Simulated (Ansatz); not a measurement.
# Work function of Al(110): what the settings cost and change

How far do cutoff, k-mesh and smearing move the work function of Al(110)?

Method: plane-wave DFT, PBE, Ansatz PAW, in Ansatz 0.2.0.

The experiments to compare with:

For Al (clean (110) face, a compiled value), “Properties of real metallic surfaces: Effects of density functional semilocality and van der Waals nonlocality” (2017, arxiv:1702.08515) quotes earlier work: work function (clean (110) face, a compiled value) 4.23 eV.

Most raw output is cut from this account.

## 1. Starting point

The cell holds 7 atoms: 7 Al. Cell: a = 4.050 Å, b = 2.864 Å, c = 26.591 Å, α = 90.0°, β = 90.0°, γ = 90.0°. Vacuum lies along c.

## 2. Run, setting cutoff 200 eV

A work function rests on the faint tail of the density, so the SCF threshold is tight. The cutoff is raised first; then mesh and smearing are varied at the default cutoff.

Input file input.yaml:

```yaml
crystal:
  lattice:
    - [4.05, 0.0, 0.0]
    - [0.0, 2.8637824638, 0.0]
    - [0.0, 0.0, 26.5913473914]
  atoms:
    - { symbol: Al, position: [0.0, 0.0, 0.3384559597] }
    - { symbol: Al, position: [0.5, 0.5, 0.3923039731] }
    - { symbol: Al, position: [0.0, 0.0, 0.4461519866] }
    - { symbol: Al, position: [0.5, 0.5, 0.5] }
    - { symbol: Al, position: [0.0, 0.0, 0.5538480134] }
    - { symbol: Al, position: [0.5, 0.5, 0.6076960269] }
    - { symbol: Al, position: [0.0, 0.0, 0.6615440403] }
kpoints:
  mp_grid: { grid: [10, 14, 1] }
hamiltonian:
  xc: pbe
scf:
  occupations: { method: fermi_dirac, width: 0.1 }
  convergence: { dr2_threshold: 1.0e-09 }
efield:
  axis: 3
  dipole_correction: true
  ramp_position: 0.97
  ramp_width: 0.06
basis:
  ecutwfc: "200 eV"
output:
  write_potential: true
  write_density: true
  volumetric_format: npy
  elf: true
```

The run is started by

```sh
$ ansatz run input.yaml --threads 2 --pin off --max-ram 3072MiB --backend cpu --events-out ev --progress --plain --runs-dir out
```

Wall time 17 s (2 threads of Arm Neoverse N1, shared host); peak memory 0.35 GiB; 27 s of CPU time.

Numbers from this step:

```
energy at zero smearing   : -3759.2606 eV
work function, upper face : 3.996 eV
```

Running mean over 1.432 Å of the planar mean; the ramp of the sawtooth is left out. The electron's electrostatic potential energy less the Fermi level by z:

```
z (Å)  electron's electrostatic potential energy less the Fermi level (eV)
    4                                                                 3.99
    5                                                                 3.99
    6                                                                 3.96
    7                                                                 3.60
    8                                                                0.675
    9                                                                -3.65
   10                                                                -4.69
   11                                                                -4.74
   12                                                                -4.73
   13                                                                -4.74
   14                                                                -4.73
   15                                                                -4.74
   16                                                                -4.72
   17                                                                -4.57
   18                                                                -2.08
   19                                                                 2.39
   20                                                                 3.85
   21                                                                 3.98
   22                                                                 3.99
   23                                                                 3.99
```

ELF in the ca plane at fractional y = 0.000, with atoms of Al within 0.2 Å of it. It is the smooth field of the valence electrons, not physical close to the nuclei.

Ten even steps from '0' (0.00) to '9' (0.84), each cell a mean:
```
15799744146773122577621126765234699862000000
13689854567676324776752257777545798741000000
01467877777767556766675567677777876520000000
00134556666665445666654456666666543200000000
00001234566654334566543345666543221000000000
00001223456654333566543335665542210000000000
00013445666655434566553345666654432100000000
01346777776666556666665566667777765310000000
02578875677776446766764467777656898631000000
14799742257674113676631137766324699751000000
15799758246773351577624426765167599862000000
```
Columns run along c (16.0 Å, from fractional 0.25 to 0.85 of the cell), rows up along a (4.0 Å). Atoms in or near the plane, at fractional coordinates: Al at (0.34, 0.00), Al at (0.45, 0.00), Al at (0.55, 0.00), Al at (0.66, 0.00).

Electrostatic potential energy in the ca plane at fractional y = 0.000, with atoms of Al within 0.2 Å of it. With pseudopotentials it is smooth inside the atoms' cores, unlike the true potential.

Values in eV, 6 rows by 16 columns, each cell a mean:
```
  4  -3 -14  -9  -6 -14  -7  -8 -14  -4 -10 -14  -1   4   5   5
  4   2  -4  -1   0  -5   0   0  -4   1  -1  -4   3   4   5   5
  5   4   3   1   0   2   1   1   2   0   1   3   4   5   5   5
  4   4   2   1   1   2   1   1   2   1   1   2   4   4   5   5
  4   1  -9  -3  -1 -10  -2  -3  -9   0  -4  -8   2   4   5   5
  4  -4 -11 -10  -7 -11  -8 -10 -11  -6 -11 -12  -2   4   5   5
```
Columns run along c (16.0 Å, from fractional 0.25 to 0.85 of the cell; values clipped at the 3rd and 97th percentile), rows up along a (4.0 Å). Atoms in or near the plane, at fractional coordinates: Al at (0.34, 0.00), Al at (0.45, 0.00), Al at (0.55, 0.00), Al at (0.66, 0.00).

Valence density in the ca plane at fractional y = 0.000, with atoms of Al within 0.2 Å of it. It is the smooth field of the valence electrons, not physical close to the nuclei.

Ten even steps from '0' (0.00 e/Å³) to '9' (0.22 e/Å³), each cell a mean:
```
00125643589997435999963369999534663100000000
00024666899899768998996789999866652100000000
00013568998889889988998899889987531000000000
00001246788887777888877778888764311000000000
00001124578876556788765567887643210000000000
00001124578876556788765567887643110000000000
00001235678887666788776667887653210000000000
00012457888888888888888888888876421000000000
00013677999899889988998899899987642100000000
00125654699998546999975579999755653100000000
00136643479996335899953359998433563100000000
```
Columns run along c (16.0 Å, from fractional 0.25 to 0.85 of the cell), rows up along a (4.0 Å). Atoms in or near the plane, at fractional coordinates: Al at (0.34, 0.00), Al at (0.45, 0.00), Al at (0.55, 0.00), Al at (0.66, 0.00).

The work function is 3.996 eV.

## 3. Slab

input.yaml, as its differences from that of step 2:

```diff
@@ -26,3 +26,3 @@
 basis:
-  ecutwfc: "200 eV"
+  ecutwfc: "300 eV"
 output:
@@ -31,2 +31 @@
   volumetric_format: npy
-  elf: true
```

Elapsed: 28 s, on 2 threads; peak memory 0.46 GiB; 47 s of CPU time.

The work function is 4.034 eV, +0.038 eV from the run “cutoff 200 eV”, at 1.8 times its CPU time.

## 4. Slab

input.yaml, as its differences from that of step 3:

```diff
@@ -26,3 +26,3 @@
 basis:
-  ecutwfc: "300 eV"
+  ecutwfc: "420 eV"
 output:
```

Wall time 43 s (2 threads); peak memory 0.6 GiB; 70 s of CPU time.

The work function is 4.037 eV, +0.042 eV from the run “cutoff 200 eV”, at 2.6 times its CPU time.

## 5. Run

input.yaml, as its differences from that of step 4:

```diff
@@ -26,3 +26,3 @@
 basis:
-  ecutwfc: "420 eV"
+  ecutwfc: "600 eV"
 output:
```

Wall time 72 s (2 threads); peak memory 0.87 GiB.

The work function is 4.038 eV, +0.000 eV from the run “cutoff 420 eV”, at 1.7 times its CPU time.

## 6. Run

input.yaml, as its differences from that of step 5:

```diff
@@ -14,3 +14,3 @@
 kpoints:
-  mp_grid: { grid: [10, 14, 1] }
+  mp_grid: { grid: [2, 2, 1] }
 hamiltonian:
@@ -25,4 +25,2 @@
   ramp_width: 0.06
-basis:
-  ecutwfc: "600 eV"
 output:
```

Elapsed: 4.2 s, on 2 threads; peak memory 0.4 GiB.

The work function is 3.931 eV, -0.106 eV from the run “cutoff 420 eV”, at 0.060 times its CPU time.

## 7. Run

input.yaml, as its differences from that of step 6:

```diff
@@ -14,3 +14,3 @@
 kpoints:
-  mp_grid: { grid: [2, 2, 1] }
+  mp_grid: { grid: [3, 5, 1] }
 hamiltonian:
```

The job ended after 7.5 s (2 threads; peak memory 0.38 GiB; 9.4 s of CPU time).

The work function is 4.196 eV, +0.159 eV from the run “cutoff 420 eV”, at 0.13 times its CPU time.

## 8. Run

input.yaml, as its differences from that of step 7:

```diff
@@ -14,3 +14,3 @@
 kpoints:
-  mp_grid: { grid: [3, 5, 1] }
+  mp_grid: { grid: [7, 9, 1] }
 hamiltonian:
```

Run time: 19 s. Hardware: 2 threads; peak memory 0.45 GiB; 30 s of CPU time.

The work function is 4.028 eV, -0.009 eV from the run “cutoff 420 eV”, at 0.43 times its CPU time.

## 9. Slab

input.yaml, as its differences from that of step 8:

```diff
@@ -14,3 +14,3 @@
 kpoints:
-  mp_grid: { grid: [7, 9, 1] }
+  mp_grid: { grid: [15, 21, 1] }
 hamiltonian:
```

Run time: 80 s. Hardware: 2 threads; peak memory 0.84 GiB; 2.2 min of CPU time.

The work function is 4.031 eV, -0.006 eV from the run “cutoff 420 eV”, at 1.9 times its CPU time.

## 10. Run

input.yaml, as its differences from that of step 9:

```diff
@@ -14,3 +14,3 @@
 kpoints:
-  mp_grid: { grid: [15, 21, 1] }
+  mp_grid: { grid: [10, 14, 1] }
 hamiltonian:
@@ -18,3 +18,3 @@
 scf:
-  occupations: { method: fermi_dirac, width: 0.1 }
+  occupations: { method: gaussian, width: 0.05 }
   convergence: { dr2_threshold: 1.0e-09 }
```

Run time: 38 s. Hardware: 2 threads; peak memory 0.6 GiB; 65 s of CPU time.

The work function is 4.049 eV, +0.011 eV from the run “cutoff 420 eV”, at 0.92 times its CPU time.

## 11. Run

input.yaml, as its differences from that of step 10:

```diff
@@ -18,3 +18,3 @@
 scf:
-  occupations: { method: gaussian, width: 0.05 }
+  occupations: { method: methfessel_paxton, width: 0.2 }
   convergence: { dr2_threshold: 1.0e-09 }
```

Elapsed: 40 s, on 2 threads; peak memory 0.59 GiB.

The work function is 4.033 eV, -0.005 eV from the run “cutoff 420 eV”, at 0.98 times its CPU time.

## 12. Slab

input.yaml, as its differences from that of step 11:

```diff
@@ -18,3 +18,3 @@
 scf:
-  occupations: { method: methfessel_paxton, width: 0.2 }
+  occupations: { method: fermi_dirac, width: 0.3 }
   convergence: { dr2_threshold: 1.0e-09 }
```

Run time: 49 s. Hardware: 2 threads; peak memory 0.64 GiB.

The work function is 4.112 eV, +0.074 eV from the run “cutoff 420 eV”, at 1.2 times its CPU time.

## 13. Run

input.yaml, as its differences from that of step 12:

```diff
@@ -18,3 +18,3 @@
 scf:
-  occupations: { method: fermi_dirac, width: 0.3 }
+  occupations: { method: cold, width: 0.1 }
   convergence: { dr2_threshold: 1.0e-09 }
```

The job ended after 38 s (2 threads; peak memory 0.6 GiB; 65 s of CPU time).

The work function is 4.045 eV, +0.008 eV from the run “cutoff 420 eV”, at 0.92 times its CPU time.

## 14. Comparing the runs

Times are for 2 threads of Arm Neoverse N1, shared host. The runs compared:

```
no.                            setting  work function, upper face (eV)   time  memory (GiB)
  1                      cutoff 200 eV                           3.996   17 s          0.35
  2                      cutoff 300 eV                           4.034   28 s          0.46
  3                      cutoff 420 eV                           4.037   43 s           0.6
  4                      cutoff 600 eV                           4.038   72 s          0.87
  5                           mesh 2x2                           3.931  4.2 s           0.4
  6                           mesh 3x5                           4.196  7.5 s          0.38
  7                           mesh 7x9                           4.028   19 s          0.45
  8                         mesh 15x21                           4.031   80 s          0.84
  9          Gaussian smearing 0.05 eV                           4.049   38 s           0.6
 10  methfessel_paxton smearing 0.2 eV                           4.033   40 s          0.59
 11        fermi_dirac smearing 0.3 eV                           4.112   49 s          0.64
 12               cold smearing 0.1 eV                           4.045   38 s           0.6
```

## 15. Varying the input

An input spoilt on purpose, to show how the run answers: it repeats the earlier run “cutoff 200 eV” with efield.amplitude to 1.5, and scf.max_iter set to 100; its output block differs too.

input.yaml, as its differences from that of step 13:

```diff
@@ -18,4 +18,5 @@
 scf:
-  occupations: { method: cold, width: 0.1 }
+  occupations: { method: fermi_dirac, width: 0.1 }
   convergence: { dr2_threshold: 1.0e-09 }
+  max_iter: 100
 efield:
@@ -25,2 +26,5 @@
   ramp_width: 0.06
+  amplitude: 1.5
+basis:
+  ecutwfc: "200 eV"
 output:
```

The job ended after 23 s (2 threads; peak memory 0.33 GiB).

In so strong a field the program warns of density in the ramp of the sawtooth; these numbers are not the system's.

## 16. Results

```
work function, cutoff 420 eV : 4.037 eV
work function, cutoff 600 eV : 4.038 eV
work function, mesh 2x2      : 3.931 eV
work function, mesh 3x5      : 4.196 eV
```

**Reading.** The run at the highest cutoff gives 4.04 eV, and the settings tried spread the value from 3.93 to 4.20 eV. Against 600 eV, a cutoff of 200 eV is off by -0.042 eV. Against 600 eV, a cutoff of 420 eV is off by -0.000 eV. Against the finest mesh, 15 points along a, the coarser ones are off by -0.10 (2), +0.16 (3) and -0.00 (7) eV. The smearing schemes and widths spread it over 0.08 eV. The ladder's slabs use the tabulated experimental lattice constant (two decimals; a low-temperature value for the alkali metals).

Computed beside measured:

```
                                               quantity  measured    cutoff 600 eV
work function (clean (110) face, a compiled value) (eV)      4.23  4.04 (-0.19 eV)
```

Measured values from arxiv:1702.08515 (2017).

How well it matches: The work function is off by -0.19 eV: fair agreement. The grades are ours: good and fair within 3 and 7 % for the work function. No cell relaxation is part of this session.

[Logs are printed without paths, hosts, clocks, repeated set-up lines and the standing remarks that a program may print on its own settings, such as how far it seeks lower states.]

[Hosts, paths, dates, database ids (printed as entryN), source tags and the programs' standing remarks are cut or masked in the printed files.]

[Maps of the electrostatic potential energy from Ansatz leave out the sawtooth potential of an applied field or a dipole correction, so their vacuum need not be flat; planar profiles and work functions include it.]
